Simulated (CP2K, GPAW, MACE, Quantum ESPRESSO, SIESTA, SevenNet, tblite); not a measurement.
# What went wrong? GPAW on random packing of Ta40Si10N50 (at. %) (78 atoms)

Program: GPAW 26.7.0, a calculation on a cell of 31 Ta, 8 Si and 39 N, 13.2 Å³ an atom.

The input, run.py:

```python
import numpy as np
from ase.io import read
from gpaw import GPAW, FermiDirac

atoms = read("structure.xyz")
atoms.calc = GPAW(
    mode="lcao",
    basis="dzp",
    h=0.18,
    xc="PBE",
    kpts={"size": (1, 1, 1), "gamma": True},
    occupations=FermiDirac(0.05),
    maxiter=60,
    symmetry={"point_group": False},
    nbands=157,
    txt="gpaw.txt",
)
energy = atoms.get_potential_energy(force_consistent=True)
forces = atoms.get_forces()
print(f"energy {energy:.6f} eV")
print("forces (eV/A)")
for i, (a, f) in enumerate(zip(atoms, forces)):
    print(f"{i:4d} {a.symbol:2s} {f[0]:10.5f} {f[1]:10.5f} {f[2]:10.5f}")
print(f"Fermi level {atoms.calc.get_fermi_level():.4f} eV")
for k in range(len(atoms.calc.get_ibz_k_points())):
    for s in range(atoms.calc.get_number_of_spins()):
        e = atoms.calc.get_eigenvalues(kpt=k, spin=s)
        n = np.searchsorted(e, atoms.calc.get_fermi_level())
        print(f"k {k} spin {s} levels about the Fermi level:", np.round(e[max(n - 6, 0):n], 4).tolist(), "|", np.round(e[n:n + 6], 4).tolist())
```

The input, structure.xyz:

```xyz
78
Lattice="10.08770 0.00000 0.00000 0.00000 10.08770 0.00000 0.00000 0.00000 10.08770" Properties=species:S:1:pos:R:3 pbc="T T T"
Ta 2.56379 0.02209 3.90455
Ta 8.62972 1.10259 2.07857
Ta 2.13002 3.87398 4.56196
Ta 5.58142 0.11157 6.91936
Ta 8.38964 9.13007 8.75693
Ta 2.50609 8.66140 2.14414
Ta 1.97497 8.29683 6.13796
Ta 7.38137 3.40339 0.53263
Ta 6.92843 4.47611 8.07853
Ta 0.42621 7.56507 1.80933
[... 64 atom lines left out ...]
N 7.68431 6.30723 6.34194
N 2.61443 2.95348 1.97285
N 0.74225 9.84802 9.70346
N 5.70005 1.72490 9.30298
```

Run with:

```bash
OMP_NUM_THREADS=1 python run.py > output.txt
```

The program printed:

```text
ValueError: Too few bands!  Electrons: 630.0, bands: 157
```

gpaw.txt:

```text
Input parameters:
  mode=LCAO(),
  basis={'default': 'dzp'},
  h=0.18,
  kpts=MonkhorstPack(size=(1, 1, 1), gamma=True),
  maxiter=60,
  nbands=157,
  occupations=Occupations(name='fermi-dirac', width=0.05, fixmagmom=False),
  symmetry=Symmetry(point_group=False),
  xc=XC(name='PBE')
timing:  # [seconds]
  Total: 0.271  # ━━━━━━━━━━━━━━━━━━━━━━━━━━━━━━━━━━━━━━━━━━━━━━━━━━━━━━━━━━━
  Init:  0.231  # ━━━━━━━━━━━━━━━━━━━━━━━━━━━━━━━━━━━━━━━━━━━━━━━━━━╸
```

It took 1.9 s on 1 thread of Arm Neoverse N1, shared host; peak memory 0.11 GiB.

Banners, paths, timers and routine set-up lines are dropped from the logs unmarked, and long logs keep their key lines alone; longer cuts are marked.

**Question.** Which part of the input is at fault, and how is it mended?

Too few bands: bands 157. Mend: ask for at least half as many bands as electrons, and some more for the smearing.

The program stopped at the start.

[Also dropped from logs without a mark: logging warnings of Python, and SIESTA's first energy breakdown and zero terms.]

[Logs are printed without paths, hosts, clocks, repeated set-up lines and the standing remarks that a program may print on its own settings, such as how far it seeks lower states.]

[Hosts, paths, dates, database ids (printed as entryN), source tags and the programs' standing remarks are cut or masked in the printed files.]
